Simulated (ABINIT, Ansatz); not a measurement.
# MgH2 (P4_2/mnm): G0W0 on several meshes in ABINIT

Aim: the GW shift of MgH2 (P4_2/mnm) against the k mesh.

Main program and level: ABINIT 10.8.3; PBE and many-body steps on it, plane waves.

## (1) Starting point

The structure is tetragonal, space group P4_2/mnm (No. 136). Conventional cell: a = 4.517 Å, b = 4.517 Å, c = 3.020 Å, α = 90.00°, β = 90.00°, γ = 90.00°. Mg has 6 H at 1.95 Å nearest. H has 3 Mg at 1.95 Å nearest. Farther neighbours are not listed.

The cell and positions come from the Crystallography Open Database and are kept as given unless a step says otherwise.

## (2) Empty states on the mesh, 4×4×4 mesh, 415 bands

This step: ABINIT 10.8.3; DFT, PBE, plane waves, norm-conserving pseudopotentials.

The sums over transitions need many empty states on a uniform mesh; this step solves for them.

Input file run.abi:

```
acell 3*1.0 Angstrom
rprim 
  4.516800000000 0.000000000000 0.000000000000
  0.000000000000 4.516800000000 0.000000000000
  0.000000000000 0.000000000000 3.020500000000
ntypat 2
znucl 12 1
natom 6
typat 1 1 2 2 2 2
xred 
  0.000000000000 0.000000000000 0.000000000000
  0.500000000000 0.500000000000 0.500000000000
  0.306000000000 0.306000000000 0.000000000000
  0.194000000000 0.806000000000 0.500000000000
  0.694000000000 0.694000000000 0.000000000000
  0.806000000000 0.194000000000 0.500000000000
pp_dirpath "pseudos"
pseudos "Mg.upf, H.upf"
ecut 38
ngkpt 4 4 4
nshiftk 1
shiftk 0 0 0
kptopt 1
chksymbreak 0
irdden 1
istwfk *1
nband 415
prtvol 0
optdriver 6
gwr_task "HDIAGO"
paral_kgb 0
occopt 1
indata_prefix "in"
outdata_prefix "out"
tmpdata_prefix "tmp"
```

Run with:

```console
OMP_NUM_THREADS=1 mpirun -n 4 abinit run.abi > log
```

What it wrote:

```text
.Version 10.8.3 of ABINIT. v10.8.2 released Aug 2026.

 Symmetries : space group P4_2/m n m (#136); Bravais tP (primitive tetrag.)
[... echo of the input left out ...]
== DATASET  1 ==================================================================
-   mpi_nproc: 4, omp_nthreads: 1 (-1 if OMP is not activated)

--- !DatasetInfo
iteration_state: {dtset: 1, }
dimensions: {natom: 6, nkpt: 18, mband: 415, nsppol: 1, nspinor: 1, nspden: 1, mpw: 4696, }
cutoff_energies: {ecut:  38.0, pawecutdg:  -1.0, }
[...]
Indirect band gap semiconductor
 Fundamental gap:     3.895 (eV)
   VBM:     0.402 (eV) at k: [ 2.5000E-01,  0.0000E+00,  0.0000E+00]
   CBM:     4.297 (eV) at k: [ 5.0000E-01,  5.0000E-01,  5.0000E-01]
 Direct gap:         4.666 (eV) at k: [ 2.5000E-01,  2.5000E-01,  5.0000E-01]

== END DATASET(S) ==============================================================
================================================================================

 -outvars: echo values of variables after computation  --------
           etotal      0.0000000000E+00
            nband         415
             nkpt          18
          spgroup         136
 [... the other variables as echoed above ...]

 Calculation completed.
```

Run time: 6 min. Hardware: 4 MPI ranks of Arm Neoverse V1, shared host; peak memory 4.9 GiB.

Numbers from this step:

- gap: 3.895 eV
- k of the valence top: 0.25, 0, 0
- k of the conduction bottom: 0.5, 0.5, 0.5
- least direct gap: 4.666 eV
- k points computed: 18
- lowest point of the top converged band, above the valence top: 191.7578 eV

On this mesh the gap is 3.895 eV.

The density comes from a self-consistent run that is not shown.

## (3) Screening, 4×4×4 mesh, 173 bands, screening to 176.9 eV

The RPA dielectric matrix is built and inverted for each q.

This step: RPA screening on PBE, plane waves, norm-conserving pseudopotentials.

run.abi: that of step 2 with these lines changed.

```diff
@@ -24,10 +24,11 @@
 chksymbreak 0
-irdden 1
 istwfk *1
-nband 415
-prtvol 0
-optdriver 6
-gwr_task "HDIAGO"
-paral_kgb 0
 occopt 1
+irdwfk 1
+optdriver 3
+nband 173
+ecuteps 6.5
+inclvkb 2
+awtr 1
+symchi 1
 indata_prefix "in"
```

What it wrote:

```text
.Version 10.8.3 of ABINIT. v10.8.2 released Aug 2026.

 Symmetries : space group P4_2/m n m (#136); Bravais tP (primitive tetrag.)
[... echo of the input left out ...]
== DATASET  1 ==================================================================
-   mpi_nproc: 4, omp_nthreads: 1 (-1 if OMP is not activated)

--- !DatasetInfo
iteration_state: {dtset: 1, }
dimensions: {natom: 6, nkpt: 18, mband: 173, nsppol: 1, nspinor: 1, nspden: 1, mpw: 4696, }
cutoff_energies: {ecut:  38.0, pawecutdg:  -1.0, }
electrons: {nelect:   2.40000000E+01, charge:   0.00000000E+00, occopt:   1.00000000E+00, tsmear:   1.00000000E-02, }

 SCREENING: Calculation of the susceptibility and dielectric matrices

 Based on a program developped by R.W. Godby, V. Olevano, G. Onida, and L. Reining.
 Incorporated in ABINIT by V. Olevano, G.-M. Rignanese, and M. Torrent.
.Using double precision arithmetic ; gwpc =  8

[... cell and pseudopotentials left out ...]
--------------------------------------------------------------------------------

 ==== K-mesh for the wavefunctions ====
 Number of points in the irreducible wedge :    18
[... list of points left out ...]
 Together with 16 symmetry operations and time-reversal symmetry
 yields    64 points in the full Brillouin Zone.

 ==== Q-mesh for the screening function ====
 Number of points in the irreducible wedge :    18
[... list of points left out ...]
 Together with 16 symmetry operations and time-reversal symmetry
 yields    64 points in the full Brillouin Zone.

 setmesh: FFT mesh size selected  =    36x   36x   24
          total number of points  =        31104

 vcoul_init : cutoff-mode = AUXILIARY_FUNCTION
 q-points for optical limit:   1
     1)      0.000010    0.000020    0.000030

- screening: taking advantage of time-reversal symmetry
- Maximum band index for partially occupied states nbvw = 12
- Remaining bands to be divided among processors   nbcw = 161
- Number of bands treated by each node ~40

 Number of electrons calculated from density =   24.0000; Expected =   24.0000
 average of density, n =  0.057713
 r_s =    1.6053
 omega_plasma =   23.1736 [eV]

 calculating chi0 at frequencies [eV] :
  1    0.000000E+00    0.000000E+00
  2    0.000000E+00    2.317355E+01

--------------------------------------------------------------------------------
  q-point number  1        q = ( 0.000000, 0.000000, 0.000000) [r.l.u.]
--------------------------------------------------------------------------------
[... chi0 elements left out ...]
 For q-point:  0.000010 0.000020 0.000030
  dielectric constant =   3.6619
  dielectric constant without local fields =   4.0598

  Average fulfillment of the sum rule on Im[epsilon] for q-point    1 :     66.91  [%]
[... wings left out ...]
  q-point number  2        q = ( 0.250000, 0.000000, 0.000000) [r.l.u.]
--------------------------------------------------------------------------------
[... chi0 elements left out ...]
  Average fulfillment of the sum rule on Im[epsilon] for q-point    2 :     73.54  [%]

 [... 16 further q-points ...]
```

The job ended after 3.9 min (4 MPI ranks; peak memory 2.4 GiB).

This step gave:

| Property | Result |
| --- | --- |
| ε∞ with local fields, on this mesh, along the program's q direction | 3.662 |
| the same without local fields | 4.060 |
| plasma frequency | 23.17 eV |
| plane waves in the screening matrix | 315 |

Local fields lower ε∞ by 10 %. On a Γ-centred mesh this coarse the value itself is usually too large, while a short band sum pulls it down.

## (4) 4×4×4

The self-energy is evaluated for the states that the input lists, and the levels follow from it, in one-shot runs by the linearised quasiparticle equation.

This step: G0W0 on PBE, plane waves, norm-conserving pseudopotentials.

run.abi: that of step 3 with these lines changed.

```diff
@@ -27,8 +27,21 @@
 irdwfk 1
-optdriver 3
+optdriver 4
 nband 173
+gwcalctyp 0
+ecutsigx 38
+symsigma 1
+nkptgw 4
+kptgw 
+  0.2500000000 0.0000000000 0.0000000000
+  0.5000000000 0.5000000000 0.5000000000
+  0.2500000000 0.2500000000 0.5000000000
+  0.0000000000 0.0000000000 0.0000000000
+bdgw 
+  11 14
+  11 14
+  11 14
+  10 14
 ecuteps 6.5
-inclvkb 2
-awtr 1
-symchi 1
+irdscr 1
+ppmodel 1
 indata_prefix "in"
```

What it wrote:

```text
.Version 10.8.3 of ABINIT. v10.8.2 released Aug 2026.

 Symmetries : space group P4_2/m n m (#136); Bravais tP (primitive tetrag.)
[... echo of the input left out ...]
== DATASET  1 ==================================================================
-   mpi_nproc: 4, omp_nthreads: 1 (-1 if OMP is not activated)

--- !DatasetInfo
iteration_state: {dtset: 1, }
dimensions: {natom: 6, nkpt: 18, mband: 173, nsppol: 1, nspinor: 1, nspden: 1, mpw: 4696, }
cutoff_energies: {ecut:  38.0, pawecutdg:  -1.0, }
electrons: {nelect:   2.40000000E+01, charge:   0.00000000E+00, occopt:   1.00000000E+00, tsmear:   1.00000000E-02, }

 SIGMA: Calculation of the GW corrections

 Based on a program developped by R.W. Godby, V. Olevano, G. Onida, and L. Reining.
 Incorporated in ABINIT by V. Olevano, G.-M. Rignanese, and M. Torrent.
.Using double precision arithmetic ; gwpc =  8

[... cell and pseudopotentials left out ...]
--------------------------------------------------------------------------------

 ==== K-mesh for the wavefunctions ====
 Number of points in the irreducible wedge :    18
[... list of points left out ...]
 Together with 16 symmetry operations and time-reversal symmetry
 yields    64 points in the full Brillouin Zone.

 ==== Q-mesh for screening function ====
 Number of points in the irreducible wedge :    18
[... list of points left out ...]
 Together with 16 symmetry operations and time-reversal symmetry
 yields    64 points in the full Brillouin Zone.

 vcoul_init : cutoff-mode = AUXILIARY_FUNCTION
 q-points for optical limit:   1
     1)      0.000010    0.000020    0.000030
 setmesh: FFT mesh size selected  =    48x   48x   32
          total number of points  =        73728

 Number of electrons calculated from density =   24.0000; Expected =   24.0000
 average of density, n =  0.057713
 r_s =    1.6053
 omega_plasma =   23.1736 [eV]

 === KS Band Gaps ===
  >>>> For spin  1
   Minimum direct gap =   4.6658 [eV], located at k-point      :   0.2500  0.2500  0.5000
   Fundamental gap    =   3.8953 [eV], Top of valence bands at :   0.2500  0.0000  0.0000
                                       Bottom of conduction at :   0.5000  0.5000  0.5000
 SIGMA fundamental parameters:
 PLASMON POLE MODEL  1
 number of plane-waves for SigmaX                 4651
 number of plane-waves for SigmaC and W            315
 number of plane-waves for wavefunctions          4651
 number of bands                                   173
 number of independent spin polarizations            1
 number of spinorial components                      1
 number of k-points in IBZ                          18
 number of q-points in IBZ                          18
 number of symmetry operations                      16
 number of k-points in BZ                           64
 number of q-points in BZ                           64
 number of frequencies for dSigma/dE                 9
 frequency step for dSigma/dE [eV]                0.25
 number of omega for Sigma on real axis              0
 max omega for Sigma on real axis  [eV]           0.00
 zcut for avoiding poles [eV]                     0.10

 EPSILON^-1 parameters (SCR file):
 dimension of the eps^-1 matrix on file            315
 dimension of the eps^-1 matrix used               315
 number of plane-waves for wavefunctions          4651
 number of bands                                   173
 number of q-points in IBZ                          18
 number of frequencies                               2
 number of real frequencies                          1
 number of imag frequencies                          1

 matrix elements of self-energy operator (all in [eV])

 Perturbative Calculation

--- !SelfEnergy_ee
iteration_state: {dtset: 1, }
kpoint     : [   0.250,    0.000,    0.000, ]
spin       : 1
KS_gap     :    4.798
QP_gap     :    6.766
Delta_QP_KS:    1.968
data: !SigmaeeData |
     Band     E0 <VxcDFT>   SigX SigC(E0)      Z dSigC/dE  Sig(E)    E-E0       E
       11  -0.710 -11.185 -15.060   1.995   0.774  -0.291 -12.641  -1.456  -2.166
       12   0.402 -11.630 -15.054   1.670   0.781  -0.280 -13.000  -1.370  -0.968
       13   5.200  -8.565  -4.388  -3.449   0.822  -0.216  -7.966   0.599   5.798
       14   6.926  -8.266  -3.848  -3.704   0.816  -0.226  -7.684   0.582   7.508

--- !SelfEnergy_ee
iteration_state: {dtset: 1, }
kpoint     : [   0.500,    0.500,    0.500, ]
spin       : 1
KS_gap     :    4.769
QP_gap     :    6.907
Delta_QP_KS:    2.138
data: !SigmaeeData |
     Band     E0 <VxcDFT>   SigX SigC(E0)      Z dSigC/dE  Sig(E)    E-E0       E
       11  -0.472 -11.049 -14.865   1.927   0.776  -0.288 -12.516  -1.467  -1.939
       12  -0.472 -11.049 -14.865   1.927   0.776  -0.288 -12.516  -1.467  -1.939
[...]
--- !SelfEnergy_ee
iteration_state: {dtset: 1, }
kpoint     : [   0.250,    0.250,    0.500, ]
spin       : 1
KS_gap     :    4.666
QP_gap     :    6.748
Delta_QP_KS:    2.083
data: !SigmaeeData |
     Band     E0 <VxcDFT>   SigX SigC(E0)      Z dSigC/dE  Sig(E)    E-E0       E
[...]
--- !SelfEnergy_ee
iteration_state: {dtset: 1, }
kpoint     : [   0.000,    0.000,    0.000, ]
spin       : 1
KS_gap     :    5.246
QP_gap     :    6.963
Delta_QP_KS:    1.717
data: !SigmaeeData |
     Band     E0 <VxcDFT>   SigX SigC(E0)      Z dSigC/dE  Sig(E)    E-E0       E
[...]
12  -0.039 -11.484 -14.821   1.648   0.779  -0.283 -12.800  -1.316  -1.355
       13   5.207  -6.816  -2.910  -3.423   0.829  -0.206  -6.416   0.400   5.608
       14   5.547  -9.978  -5.729  -3.434   0.814  -0.229  -9.315   0.662   6.210

== END DATASET(S) ==============================================================
================================================================================

 -outvars: echo values of variables after computation  --------
           etotal      0.0000000000E+00
            nband         173
             nkpt          18
          spgroup         136
 [... the other variables as echoed above ...]

 Calculation completed.
```

Wall time 93 s (4 MPI ranks); peak memory 2.5 GiB.

This step gave:

```yaml
g0w0_gap_on_the_mesh: 5.936 eV
starting_gap_on_the_mesh: 3.895 eV
k_of_the_valence_top: 0.25, 0, 0
k_of_the_conduction_bottom: 0.5, 0.5, 0.5
z_at_the_valence_top: 0.781
z_at_the_conduction_bottom: 0.821
least_direct_g0w0_gap_on_the_computed_points: 6.748 eV
```

The gap on the mesh goes from 3.90 eV to 5.94 eV, a correction of +2.04 eV.

## (5) Empty states on the mesh, 2×2×4 mesh, 181 bands

This step: DFT, PBE, plane waves, norm-conserving pseudopotentials.

run.abi: that of step 4 with these lines changed.

```diff
@@ -19,3 +19,3 @@
 ecut 38
-ngkpt 4 4 4
+ngkpt 2 2 4
 nshiftk 1
@@ -24,24 +24,10 @@
 chksymbreak 0
+irdden 1
 istwfk *1
+nband 181
+prtvol 0
+optdriver 6
+gwr_task "HDIAGO"
+paral_kgb 0
 occopt 1
-irdwfk 1
-optdriver 4
-nband 173
-gwcalctyp 0
-ecutsigx 38
-symsigma 1
-nkptgw 4
-kptgw 
-  0.2500000000 0.0000000000 0.0000000000
-  0.5000000000 0.5000000000 0.5000000000
-  0.2500000000 0.2500000000 0.5000000000
-  0.0000000000 0.0000000000 0.0000000000
-bdgw 
-  11 14
-  11 14
-  11 14
-  10 14
-ecuteps 6.5
-irdscr 1
-ppmodel 1
 indata_prefix "in"
```

What it wrote:

```text
[banner, memory and clock lines left out]
.Version 10.8.3 of ABINIT. v10.8.2 released Aug 2026.

 Symmetries : space group P4_2/m n m (#136); Bravais tP (primitive tetrag.)
[... echo of the input left out ...]
== DATASET  1 ==================================================================
-   mpi_nproc: 4, omp_nthreads: 1 (-1 if OMP is not activated)

--- !DatasetInfo
iteration_state: {dtset: 1, }
dimensions: {natom: 6, nkpt: 9, mband: 181, nsppol: 1, nspinor: 1, nspden: 1, mpw: 4696, }
cutoff_energies: {ecut:  38.0, pawecutdg:  -1.0, }
[...]
Integrated=    2.4000E+01

 === KS gaps after direct diagonalization ===
 Indirect band gap semiconductor
 Fundamental gap:     3.915 (eV)
   VBM:     0.382 (eV) at k: [ 0.0000E+00,  0.0000E+00,  5.0000E-01]
   CBM:     4.297 (eV) at k: [ 5.0000E-01,  5.0000E-01,  5.0000E-01]
 Direct gap:         4.769 (eV) at k: [ 5.0000E-01,  5.0000E-01,  5.0000E-01]

== END DATASET(S) ==============================================================

 -outvars: echo values of variables after computation  --------
           etotal      0.0000000000E+00
            nband         181
             nkpt           9
          spgroup         136
 [... the other variables as echoed above ...]

 Calculation completed.
```

Run time: 3.2 min. Hardware: 4 MPI ranks; peak memory 4.9 GiB; 13 min of CPU time.

This step gave:

```yaml
gap: 3.915 eV
k_of_the_valence_top: 0, 0, 0.5
k_of_the_conduction_bottom: 0.5, 0.5, 0.5
least_direct_gap: 4.769 eV
k_points_computed: 9
lowest_point_of_the_top_converged_band_above_the_valence_top: 102.6941 eV
```

On this mesh the gap is 3.915 eV.

## (6) Screening, 2×2×4 mesh, 173 bands, screening to 176.9 eV

This step: RPA screening on PBE, plane waves, norm-conserving pseudopotentials.

run.abi: that of step 5 with these lines changed.

```diff
@@ -24,10 +24,11 @@
 chksymbreak 0
-irdden 1
 istwfk *1
-nband 181
-prtvol 0
-optdriver 6
-gwr_task "HDIAGO"
-paral_kgb 0
 occopt 1
+irdwfk 1
+optdriver 3
+nband 173
+ecuteps 6.5
+inclvkb 2
+awtr 1
+symchi 1
 indata_prefix "in"
```

What it wrote:

```text
.Version 10.8.3 of ABINIT. v10.8.2 released Aug 2026.

 Symmetries : space group P4_2/m n m (#136); Bravais tP (primitive tetrag.)
[... echo of the input left out ...]
== DATASET  1 ==================================================================
-   mpi_nproc: 4, omp_nthreads: 1 (-1 if OMP is not activated)

--- !DatasetInfo
iteration_state: {dtset: 1, }
dimensions: {natom: 6, nkpt: 9, mband: 173, nsppol: 1, nspinor: 1, nspden: 1, mpw: 4696, }
cutoff_energies: {ecut:  38.0, pawecutdg:  -1.0, }
electrons: {nelect:   2.40000000E+01, charge:   0.00000000E+00, occopt:   1.00000000E+00, tsmear:   1.00000000E-02, }

 SCREENING: Calculation of the susceptibility and dielectric matrices

 Based on a program developped by R.W. Godby, V. Olevano, G. Onida, and L. Reining.
 Incorporated in ABINIT by V. Olevano, G.-M. Rignanese, and M. Torrent.
.Using double precision arithmetic ; gwpc =  8

[... cell and pseudopotentials left out ...]
--------------------------------------------------------------------------------

 ==== K-mesh for the wavefunctions ====
 Number of points in the irreducible wedge :     9
[... list of points left out ...]
 Together with 16 symmetry operations and time-reversal symmetry
 yields    16 points in the full Brillouin Zone.

 ==== Q-mesh for the screening function ====
 Number of points in the irreducible wedge :     9
[... list of points left out ...]
 Together with 16 symmetry operations and time-reversal symmetry
 yields    16 points in the full Brillouin Zone.

 setmesh: FFT mesh size selected  =    36x   36x   24
          total number of points  =        31104

 vcoul_init : cutoff-mode = AUXILIARY_FUNCTION
 q-points for optical limit:   1
     1)      0.000010    0.000020    0.000030

- screening: taking advantage of time-reversal symmetry
- Maximum band index for partially occupied states nbvw = 12
- Remaining bands to be divided among processors   nbcw = 161
- Number of bands treated by each node ~40

 Number of electrons calculated from density =   24.0000; Expected =   24.0000
 average of density, n =  0.057713
 r_s =    1.6053
 omega_plasma =   23.1736 [eV]

 calculating chi0 at frequencies [eV] :
  1    0.000000E+00    0.000000E+00
  2    0.000000E+00    2.317355E+01

--------------------------------------------------------------------------------
  q-point number  1        q = ( 0.000000, 0.000000, 0.000000) [r.l.u.]
--------------------------------------------------------------------------------
[... chi0 elements left out ...]
 For q-point:  0.000010 0.000020 0.000030
  dielectric constant =   3.7583
  dielectric constant without local fields =   4.1689

  Average fulfillment of the sum rule on Im[epsilon] for q-point    1 :     66.96  [%]
[... wings left out ...]
  q-point number  2        q = ( 0.500000, 0.000000, 0.000000) [r.l.u.]
--------------------------------------------------------------------------------
[... chi0 elements left out ...]
  Average fulfillment of the sum rule on Im[epsilon] for q-point    2 :     71.33  [%]

 [... 7 further q-points ...]
```

Run time: 38 s. Hardware: 4 MPI ranks; peak memory 1.4 GiB.

Numbers from this step:

```yaml
eps_infinity_with_local_fields_on_this_mesh_along_the_program_s_q_direction: 3.758
the_same_without_local_fields: 4.169
plasma_frequency: 23.17 eV
plane_waves_in_the_screening_matrix: 315
```

(Part 1 of 2 ends here.)

[Paths, hosts, dates, memory and timing lines, banners, echoed tables and standing remarks are left out of the program output.]

[Logs are printed without paths, hosts, clocks, repeated set-up lines and the standing remarks that a program may print on its own settings, such as how far it seeks lower states.]

[Runs of the session that timed out or met a known fault of the program may be left out.]

[Hosts, paths, dates, database ids (printed as entryN), source tags and the programs' standing remarks are cut or masked in the printed files.]

[G0W0 gaps are taken among the corrected bands and points alone; a level outside them can change the order at an edge.]

[Where Ansatz stands beside ABINIT at settings called matched, ABINIT's density can come from a denser mesh and the files from another edition; pairs whose starting gaps differed by over 0.03 eV were left out, so agreement reads better than it is.]
